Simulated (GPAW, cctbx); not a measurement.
## By hand: from a DFT structure factor to an extinction distance in Cs2KIrCl6

Cs2KIrCl6, Fm-3m (no. 225), a = 10.7933 Å, b = 10.7933 Å, c = 10.7933 Å, α = 90.00°, β = 90.00°, γ = 90.00°.

```
atom  mult.       x    y    z
 Ir1      4       0    0    0
 Cs1      8     1/4  3/4  3/4
  K1      4     1/2    0    0
 Cl1     24  0.7804    0    0
```

The cell comes from substitution in a known structure type and wasn't matched to any measured phase.

A DFT run (GPAW, PBE, 450 eV, 3×3×3 k-points, Fermi–Dirac width 0.05 eV) gives the static X-ray structure factor of 111 as 300.073 e for the conventional cell; superposed free atoms give 299.445 e. **Problem.** Find the Fourier component V of the crystal potential and the two-beam extinction distance at 300 kV in both cases.

## Step 1: Geometry

The cell volume is Ω = 1257.36 Å³ and d(111) = 6.2315 Å, so g = 1/d = 0.1605 Å⁻¹.

## Step 2: The nuclei

Electrons feel nuclei as well as electrons, so the nuclear charges are summed with the same phases.

Phase sums Σ exp(2πi h·x), turned so that the total is real and positive: Ir +4.000, Cs 0.000, K -4.000, Cl +4.557. Then F_Z = 77 × (+4.000) + 55 × (0.000) + 19 × (-4.000) + 17 × (+4.557) = 309.47 e. The electron term has the same sign for this reflection.

## Step 3: Mott–Bethe

Poisson's equation, term by term, gives V = (e/4πε₀)(F_Z − F)/(πΩg²), with e/4πε₀ = 14.3996 V Å.

The prefactor is 14.3996 × 6.2315²/(π × 1257.36) = 0.14156 V per electron. Free atoms: (309.47 − 299.445) × 0.14156 = 1.419 V. Crystal: (309.47 − 300.073) × 0.14156 = 1.330 V. F changes by +0.21 % and V by -6.3 %: the same 0.63 e is measured against F_Z − F = 10.0 e in place of F = 299.4 e.

## Step 4: Extinction distance

In the two-beam case ξ = 1/(λU) with U = 2γm₀eV/h², that is ξ = 150.41 V Å²/(γλV).

At 300 kV, λ = 0.01969 Å and γ = 1.5871. Free atoms: ξ = 3392 Å. Crystal: ξ = 3618 Å. The thickness fringes go as sin²(πt/ξ), so the two patterns slip by a quarter of a period when t|1/ξ₁ − 1/ξ₀| = 1/4, at t ≈ 1354 nm, thicker than usual samples. Thermal motion, absorption and many-beam coupling, left out here, change a real pattern.

## Step 5: Answer

V(111) is 1.33 V against 1.42 V, and ξ is 3618 against 3392 Å. Limits: static atoms, two beams.

[Outputs are excerpts: Python notices, other lines and further rows are left out; steps that failed or that the build refused (PBEsol, TPSS) are not shown.]

[Logs are printed without paths, hosts, clocks, repeated set-up lines and the standing remarks that a program may print on its own settings, such as how far it seeks lower states.]
